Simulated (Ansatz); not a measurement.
# Quasi-harmonic thermodynamics of CdF2 (Fm-3m)

Aim: the lattice, expansion, heat capacity and bulk modulus of CdF2 as it warms.

Program: Ansatz 0.2.0. Level of theory: DFT RPBE, scalar-relativistic, plane waves, PAW. Values are calculated unless marked as measured.

Report form: inputs, costs, results and the conclusion, without the logs.

**1. The starting structure**

Symmetry: Fm-3m, No. 225, cubic system. Conventional cell: a = 5.388 Å, b = 5.388 Å, c = 5.388 Å, α = 90.00°, β = 90.00°, γ = 90.00°. Nearest to Cd lie 8 F at 2.33 Å. F has 4 Cd at 2.33 Å nearest. Farther neighbours, and contacts between anions beyond the nearest, are not listed.

**2. A first coarse run**

Before spending time, one coarse run tells the gap and the pressure of the starting cell.

The input, input.yaml:

```yaml
crystal:
  lattice:
    - [0.0, 2.694, 2.694]
    - [2.694, 0.0, 2.694]
    - [2.694, 2.694, 0.0]
  atoms:
    - { symbol: Cd, position: [0.0, 0.0, 0.0] }
    - { symbol: F, position: [0.25, 0.25, 0.25] }
    - { symbol: F, position: [0.75, 0.75, 0.75] }
kpoints:
  mp_grid: { grid: [6, 6, 6] }
hamiltonian:
  xc: rpbe
scf:
  occupations: { method: gaussian, width: 0.1 }
output:
  forces: true
  stress: true
  eigenvalues: true
```

The run is started by

```
> ansatz run input.yaml --threads 4 --pin off --max-ram 8192MiB --backend cpu --events-out ev --progress --plain --runs-dir out
```

It took 0.37 s on 4 threads of Arm Neoverse V2, shared host; peak memory 0.28 GiB.

Read from the output:

```
pressure          : 10.26 GPa
gap on the k-mesh : 3.322 eV
volume per atom   : 13.03 Å³
```

The start is under 10 GPa at this level and looks like an insulator or semiconductor on this mesh.

**3. A loose first relaxation**

The start is far from rest, so a relaxation with loose thresholds first brings it near the minimum.

Changes to input.yaml since step 2:

```diff
@@ -19 +19,6 @@
   eigenvalues: true
+relax:
+  adjacent_minimum: "off"
+  f_tol: 0.05
+  max_steps: 80
+  cell: { stress_tol: 0.5 }
```

It took 1.5 s on 4 threads; peak memory 0.3 GiB; 4.5 s of CPU time.

Step by step:

| step | energy less that of the first step (eV) | largest force component (eV/Å) | pressure (GPa) | volume (Å³) |
| --- | --- | --- | --- | --- |
| 1 | 0.0000 | 0.0000 | 10.26 | 39.10 |
| 2 | -0.0982 | 0.0000 | 0.39 | 42.63 |
| 3* | -0.1190 | 0.0000 | 1.27 | 42.63 |
| 4 | -0.1197 | 0.0000 | 0.29 | 43.13 |
| 5* | -0.1218 | 0.0000 | 0.31 | 43.13 |

Relaxation steps marked * repeat the geometry before them on a plane-wave basis chosen anew for their cell, so energy and pressure can jump there.

Forces are held to the 48 operations that the program found; a distortion that breaks them can't arise in this run.

| conventional cell, symmetrised | before | after | change |
| --- | --- | --- | --- |
| a (Å) | 5.388 | 5.567 | +3.3 % |
| b (Å) | 5.388 | 5.567 | +3.3 % |
| c (Å) | 5.388 | 5.567 | +3.3 % |
| volume (Å³/atom) | 13.03 | 14.38 | +10.3 % |

Final coordinates:

```cif
data_structure
_symmetry_space_group_name_H-M 'P 1'
_symmetry_Int_Tables_number 1
_cell_length_a 3.9365
_cell_length_b 3.9365
_cell_length_c 3.9365
_cell_angle_alpha 60.000
_cell_angle_beta 60.000
_cell_angle_gamma 60.000
_cell_volume 43.13
loop_
_atom_site_label
_atom_site_type_symbol
_atom_site_fract_x
_atom_site_fract_y
_atom_site_fract_z
_atom_site_occupancy
Cd1 Cd 0.00000 0.00000 0.00000 1
F2 F 0.25000 0.25000 0.25000 1
F3 F 0.75000 0.75000 0.75000 1
```

Read from the output:

```
pressure          : 0.3123 GPa
gap on the k-mesh : 2.963 eV
volume per atom   : 14.38 Å³
```

The relaxation ends with a pressure of 0.31 GPa.

**4. Finding the static equilibrium**

The vibrations must be taken about the equilibrium of this functional, not about the starting cell, so the structure is relaxed.

The input, input.yaml:

```yaml
crystal:
  lattice:
    - [0.0, 2.7835046459, 2.7835046459]
    - [2.7835046459, 0.0, 2.7835046459]
    - [2.7835046459, 2.7835046459, 0.0]
  atoms:
    - { symbol: Cd, position: [0.0, 0.0, 0.0] }
    - { symbol: F, position: [0.25, 0.25, 0.25] }
    - { symbol: F, position: [0.75, 0.75, 0.75] }
kpoints:
  mp_grid: { grid: [8, 8, 8] }
hamiltonian:
  xc: rpbe
scf:
  occupations: { method: gaussian, width: 0.02 }
output:
  forces: true
  stress: true
  eigenvalues: true
relax:
  adjacent_minimum: "off"
  f_tol: 0.005
  max_steps: 80
  cell: { stress_tol: 0.05 }
```

Run time: 1.3 s. Hardware: 4 threads; peak memory 0.33 GiB.

The steps of the relaxation:

| step | energy less that of the first step (eV) | largest force component (eV/Å) | pressure (GPa) | volume (Å³) |
| --- | --- | --- | --- | --- |
| 1 | 0.0000 | 0.0000 | 0.31 | 43.13 |
| 2 | 0.0004 | 0.0000 | -0.01 | 43.30 |
| 3* | -0.0003 | 0.0000 | 0.01 | 43.30 |

Relaxation steps marked * repeat the geometry before them on a plane-wave basis chosen anew for their cell, so energy and pressure can jump there.

Forces are held to the 48 operations that the program found; a distortion that breaks them can't arise in this run.

| conventional cell, symmetrised | before | after | change |
| --- | --- | --- | --- |
| a (Å) | 5.567 | 5.574 | +0.1 % |
| b (Å) | 5.567 | 5.574 | +0.1 % |
| c (Å) | 5.567 | 5.574 | +0.1 % |
| volume (Å³/atom) | 14.38 | 14.43 | +0.4 % |

The relaxed structure:

```cif
data_structure
_symmetry_space_group_name_H-M 'P 1'
_symmetry_Int_Tables_number 1
_cell_length_a 3.9414
_cell_length_b 3.9414
_cell_length_c 3.9414
_cell_angle_alpha 60.000
_cell_angle_beta 60.000
_cell_angle_gamma 60.000
_cell_volume 43.30
loop_
_atom_site_label
_atom_site_type_symbol
_atom_site_fract_x
_atom_site_fract_y
_atom_site_fract_z
_atom_site_occupancy
Cd1 Cd 0.00000 0.00000 0.00000 1
F2 F 0.25000 0.25000 0.25000 1
F3 F 0.75000 0.75000 0.75000 1
```

Read from the output:

| Item | Value |
| --- | --- |
| pressure | 0.01182 GPa |
| gap on the k-mesh | 2.933 eV |
| volume per atom | 14.43 Å³ |

**5. Tight relaxation**

The thresholds are tightened for a last relaxation ahead of the phonons.

input.yaml, the sections that differ from step 4:

```yaml
crystal:
  lattice:
    - [0.0, 2.7870157695, 2.7870157695]
    - [2.7870157695, 0.0, 2.7870157695]
    - [2.7870157695, 2.7870157695, 0.0]
  atoms:
    - { symbol: Cd, position: [0.0, 0.0, 0.0] }
    - { symbol: F, position: [0.25, 0.25, 0.25] }
    - { symbol: F, position: [0.75, 0.75, 0.75] }
scf:
  occupations: { method: fixed }
relax:
  adjacent_minimum: "off"
  f_tol: 0.001
  max_steps: 60
  cell: { stress_tol: 0.01 }
# kpoints, hamiltonian, output: as in step 4
```

Elapsed: 1.4 s, on 4 threads; peak memory 0.32 GiB; 4.3 s of CPU time.

Little changed from the start: no atom moved by 0.005 Å and no cell edge by 0.1 %.

Numbers from this step:

* pressure: -7.08e-6 GPa

The residual pressure is -7.1e-6 GPa, small enough for phonons.

**6. The quasi-harmonic study, q-mesh 2×2×2**

The study relaxes the crystal at several strains, solves the phonons on some of them and minimises energy plus vibrational free energy at each temperature; the q-mesh sets how far the force constants reach.

The input, input.yaml:

```yaml
crystal:
  lattice:
    - [0.0, 2.7871542825, 2.7871542825]
    - [2.7871542825, 0.0, 2.7871542825]
    - [2.7871542825, 2.7871542825, 0.0]
  atoms:
    - { symbol: Cd, position: [0.0, 0.0, 0.0] }
    - { symbol: F, position: [0.25, 0.25, 0.25] }
    - { symbol: F, position: [0.75, 0.75, 0.75] }
kpoints:
  mp_grid: { grid: [8, 8, 8] }
hamiltonian:
  xc: rpbe
scf:
  occupations: { method: fixed }
output:
  eigenvalues: true
phonons:
  method: dfpt
  qmesh: [2, 2, 2]
  temperatures: { t_max: 800.0, t_step: 50 }
  thermal_expansion: {}
```

Elapsed: 34 s, on 4 threads; peak memory 0.74 GiB; 2 min of CPU time.

The run ended with an error.

The program's message: “vibrations stand at or below zero in cell 4 (0.375 modes a cell, the lowest at -40.8 cm⁻¹): the crystal is at no minimum there, or its k-points are too few: type the crystal that it becomes, another p …”

**7. Phonons on strained cells, q-mesh 4×4×4**

Thermal expansion follows from how the phonon free energy changes with strain, so the program makes strained cells, their phonons and a fit in one run.

Changes to input.yaml since step 6:

```diff
@@ -19,3 +19,3 @@
   method: dfpt
-  qmesh: [2, 2, 2]
+  qmesh: [4, 4, 4]
   temperatures: { t_max: 800.0, t_step: 50 }
```

Wall time 2.7 min (4 threads); peak memory 1.5 GiB; 10 min of CPU time.

The run ended with an error.

The program's message: “vibrations stand at or below zero in cell 4 (0.047 modes a cell, the lowest at -40.8 cm⁻¹): the crystal is at no minimum there, or its k-points are too few: type the crystal that it becomes, another p …”

**8. Phonons of the refused cell**

The study refused this cell, so its phonons are run alone to see which modes are imaginary.

input.yaml, the sections that differ from step 7:

```yaml
phonons:
  method: dfpt
  dielectric: true
  rigid_motions: translations
  qmesh: [4, 4, 4]
  temperatures: { t_max: 1000, t_step: 50 }
  qpath:
    path:
      - [[0.0, 0.0, 0.0], [0.5, 0.0, 0.5], [0.625, 0.25, 0.625]]
      - [[0.375, 0.375, 0.75], [0.0, 0.0, 0.0], [0.5, 0.5, 0.5], [0.5, 0.25, 0.75], [0.5, 0.0, 0.5]]
    npoints: 10
# crystal, kpoints, hamiltonian, scf, output: as in step 7
```

The job ended after 2 min (4 threads; peak memory 1.2 GiB; 7.6 min of CPU time).

Read from the output:

| Quantity | Value |
| --- | --- |
| lowest frequency on the path | -40.44 cm⁻¹ |
| point group | m-3m |
| highest frequency | 362.1 cm⁻¹ |

ε∞:

```
2.81 0.00 0.00
0.00 2.81 0.00
0.00 0.00 2.81
```

Born charge (rows field, columns displacement) (e), principal values of the symmetric part by kind of site:

| atom | atoms with these values | low | middle | high | mean |
| --- | --- | --- | --- | --- | --- |
| Cd1 | 1 | 2.50 | 2.50 | 2.50 | 2.50 |
| F2 | 2 | -1.25 | -1.25 | -1.25 | -1.25 |

In full for F2:

```
-1.25  0.00  0.00
 0.00 -1.25  0.00
 0.00  0.00 -1.25
```

ε₀ (ions relaxed, fixed cell):

```
11.70  0.00  0.00
 0.00 11.70  0.00
 0.00  0.00 11.70
```

LO-TO term included. The phonon branches at the labelled points (cm⁻¹):

| point | branch 1 | branch 2 | branch 3 | branch 4 | branch 5 | branch 6 | branch 7 | branch 8 | branch 9 |
| --- | --- | --- | --- | --- | --- | --- | --- | --- | --- |
| Γ | 0 | 0 | 0 | 168 | 168 | 268 | 268 | 268 | 342 |
| halfway | 40 | 40 | 129 | 140 | 140 | 194 | 290 | 290 | 351 |
| X | -40 | 81 | 81 | 89 | 89 | 173 | 308 | 308 | 362 |
| halfway | -32 | 88 | 96 | 98 | 106 | 168 | 304 | 307 | 360 |
| U | 25 | 85 | 116 | 130 | 140 | 169 | 292 | 304 | 352 |
| jump to K | 25 | 85 | 116 | 130 | 140 | 169 | 292 | 304 | 352 |
| halfway | 51 | 69 | 115 | 139 | 218 | 229 | 251 | 287 | 332 |
| Γ | 0 | 0 | 0 | 168 | 168 | 268 | 268 | 268 | 342 |
| halfway | 56 | 56 | 98 | 184 | 184 | 258 | 258 | 268 | 328 |
| L | 75 | 75 | 147 | 215 | 215 | 236 | 236 | 268 | 309 |
| halfway | 80 | 106 | 121 | 138 | 154 | 239 | 243 | 303 | 336 |
| W | 46 | 54 | 92 | 132 | 132 | 237 | 237 | 323 | 350 |
| halfway | -22 | 74 | 90 | 103 | 142 | 168 | 291 | 315 | 357 |
| X | -40 | 81 | 81 | 89 | 89 | 173 | 308 | 308 | 362 |

Tetrahedra on 20 20 20, mean over bins of 5 cm⁻¹. Table of phonon density of states by wavenumber; read off at these points:

wavenumber (cm⁻¹), phonon density of states (1/cm⁻¹/cell) and a bar:
```
      -42     0.0000 
      -32     0.0005 
      -22     0.0005 
       -8     0.0005 
        2     0.0007 
       12     0.0016 #
       22     0.0038 ##
       32     0.0069 ###
       48     0.0152 #######
       58     0.0242 ##########
       68     0.0413 ##################
       78     0.0702 ##############################
       88     0.0401 #################
       98     0.0227 ##########
      112     0.0250 ###########
      122     0.0583 #########################
      132     0.0326 ##############
      142     0.0498 #####################
      152     0.0229 ##########
      168     0.0360 ###############
      178     0.0207 #########
      188     0.0189 ########
      198     0.0184 ########
      208     0.0185 ########
      222     0.0152 ######
      232     0.0258 ###########
      242     0.0113 #####
      252     0.0228 ##########
      262     0.0218 #########
      272     0.0318 ##############
      288     0.0319 ##############
      298     0.0326 ##############
      308     0.0308 #############
      318     0.0152 #######
      328     0.0146 ######
      342     0.0346 ###############
      352     0.0241 ##########
      362     0.0022 #
```

No LO-TO term. Modes at Γ, with each element's share of the kinetic energy:

| mode | frequency (cm⁻¹) | symmetry | Cd % | F % |
| --- | --- | --- | --- | --- |
| 1 | 0.0 | T1u | 75 | 25 |
| 2 | 0.0 | T1u | 75 | 25 |
| 3 | 0.0 | T1u | 75 | 25 |
| 4 | 167.7 | T1u | 25 | 75 |
| 5 | 167.7 | T1u | 25 | 75 |
| 6 | 167.7 | T1u | 25 | 75 |
| 7 | 268.0 | T2g | 0 | 100 |
| 8 | 268.0 | T2g | 0 | 100 |
| 9 | 268.0 | T2g | 0 | 100 |

Displacements in mode 4 (167.7 cm⁻¹), the largest set to 1:
```
Cd1  0.03 -0.34  0.13
F2  -0.08  1.00 -0.38
F3  -0.08  1.00 -0.38
```

Displacements in mode 8 (268.0 cm⁻¹), the largest set to 1:
```
Cd1  0.00  0.00  0.00
F2  -0.34 -0.06  1.00
F3   0.34  0.06 -1.00
```

Lowest modes at the softest wavevector of the mesh; phase exp(i q.(R + tau)). The modes at q = (0.500, 0.000, 0.500) (shares of kinetic energy by element, %) (negative means imaginary):

| mode | frequency (cm⁻¹) | Cd % | F % |
| --- | --- | --- | --- |
| 1 | -40.4 | 0 | 100 |
| 2 | 80.9 | 0 | 100 |
| 3 | 80.9 | 0 | 100 |
| 4 | 89.2 | 99 | 1 |
| 5 | 89.2 | 99 | 1 |
| 6 | 172.6 | 100 | 0 |

Displacements in mode 1 (-40.4 cm⁻¹), the largest set to 1, in the home cell:
```
Cd1 0.00 0.00 0.00
F2  0.00 1.00 0.00
F3  0.00 1.00 0.00
```

Displacements in mode 6 (172.6 cm⁻¹), the largest set to 1, in the home cell:
```
Cd1 0.00 1.00 0.00
F2  0.00 0.00 0.00
F3  0.00 0.00 0.00
```

The modes has structure finer than the step of the table below, so its rows give means over 20 cm⁻¹. Peaks (cm⁻¹: height): Cd 78.8: 0.0486, 122.2: 0.0340, 141.2: 0.0310; F 67.9: 0.0178, 124.9: 0.0212, 143.9: 0.0183, 192.7: 0.0199, 211.7: 0.0196, 298.6: 0.0331, 342.0: 0.0317.

Phonopy on the run's constants, 17x17x17 mesh, Gaussian sigma 3.1 cm⁻¹. Modes against wavenumber; means over each step; values in 1/cm⁻¹/cell:

| wavenumber (cm⁻¹) | Cd | F |
| --- | --- | --- |
| -20 | 0 | 7.1e-4 |
| 0 | 1.1e-4 | 3.5e-4 |
| 20 | 0.00175 | 0.00153 |
| 40 | 0.00602 | 0.00508 |
| 60 | 0.0171 | 0.0127 |
| 80 | 0.0404 | 0.0126 |
| 100 | 0.0151 | 0.00845 |
| 120 | 0.0255 | 0.0147 |
| 140 | 0.0254 | 0.0159 |
| 160 | 0.00960 | 0.0168 |
| 180 | 0.00356 | 0.0172 |
| 200 | 0.00105 | 0.0174 |
| 220 | 4.8e-4 | 0.0165 |
| 240 | 3.1e-4 | 0.0193 |
| 260 | 2.2e-4 | 0.0225 |
| 280 | 3.7e-4 | 0.0309 |
| 300 | 2.4e-4 | 0.0311 |
| 320 | 5.1e-4 | 0.0165 |
| 340 | 0.00196 | 0.0290 |
| 360 | 1.9e-4 | 0.0105 |

Lorentz oscillators from the run's modes, damping 2 % of each frequency (typed, at least 3 cm⁻¹). The reflectivity, E along x by wavenumber; read off at these points:

wavenumber (cm⁻¹), reflectivity, E along x and a bar:
```
     20.0      0.302 #########
     40.0      0.308 #########
     60.0      0.321 ##########
     80.0      0.339 ##########
    100.0      0.367 ###########
    120.0      0.412 #############
    140.0      0.491 ###############
    160.0      0.672 #####################
    180.0      0.962 ##############################
    200.0      0.971 ##############################
    220.0      0.973 ##############################
    224.4      0.973 ##############################
    240.0      0.971 ##############################
    260.0      0.968 ##############################
    280.0      0.961 ##############################
    300.0      0.948 #############################
    320.0      0.920 ############################
    340.0      0.714 ######################
    360.0      0.067 ##
    380.0      0.010 
    400.0      0.001 
    420.0      0.001 
    440.0      0.004 
    460.0      0.008
```

The lowest solved frequency is -40.4 cm⁻¹, so the cell is unstable here and gives no valid free energy.

**9. Summary of results**

| Quantity | Value |
| --- | --- |
| lowest frequency at the solved wavevectors | -40.4 cm⁻¹ |

With imaginary harmonic modes at the relaxed cell the quasi-harmonic free energy is undefined, so no expansion is obtained for this phase at this level. The softest solved mode is 40i cm⁻¹ at q = (0, -0.5, -0.5), and 1 of 8 solved wavevectors carry a mode beyond 8i cm⁻¹. The starting cell comes from a crystallographic database, so the instability may belong to the level of theory or to the 0 K harmonic picture and not to the crystal; this functional changes the volume by +11 % against that cell. The interpolation has no quadrupole term, so branches near the zone centre are less sure, since some sites of this crystal are not centres of inversion.

[Long decimals in the printed logs are rounded to 6 places.]

[Logs are printed without paths, hosts, clocks, repeated set-up lines and the standing remarks that a program may print on its own settings, such as how far it seeks lower states.]

[Hosts, paths, dates, database ids (printed as entryN), source tags and the programs' standing remarks are cut or masked in the printed files.]

[Where the starting crystal was built by hand or by swapping elements, it need not be the compound's stable phase.]

[A step with changed settings may run another functional than the one named; its input shows which.]

[Pressures of single members of a volume series are the stress at the run's cutoff; with an incomplete basis they can lie off −dE/dV of the same runs, and they are not shown converged.]
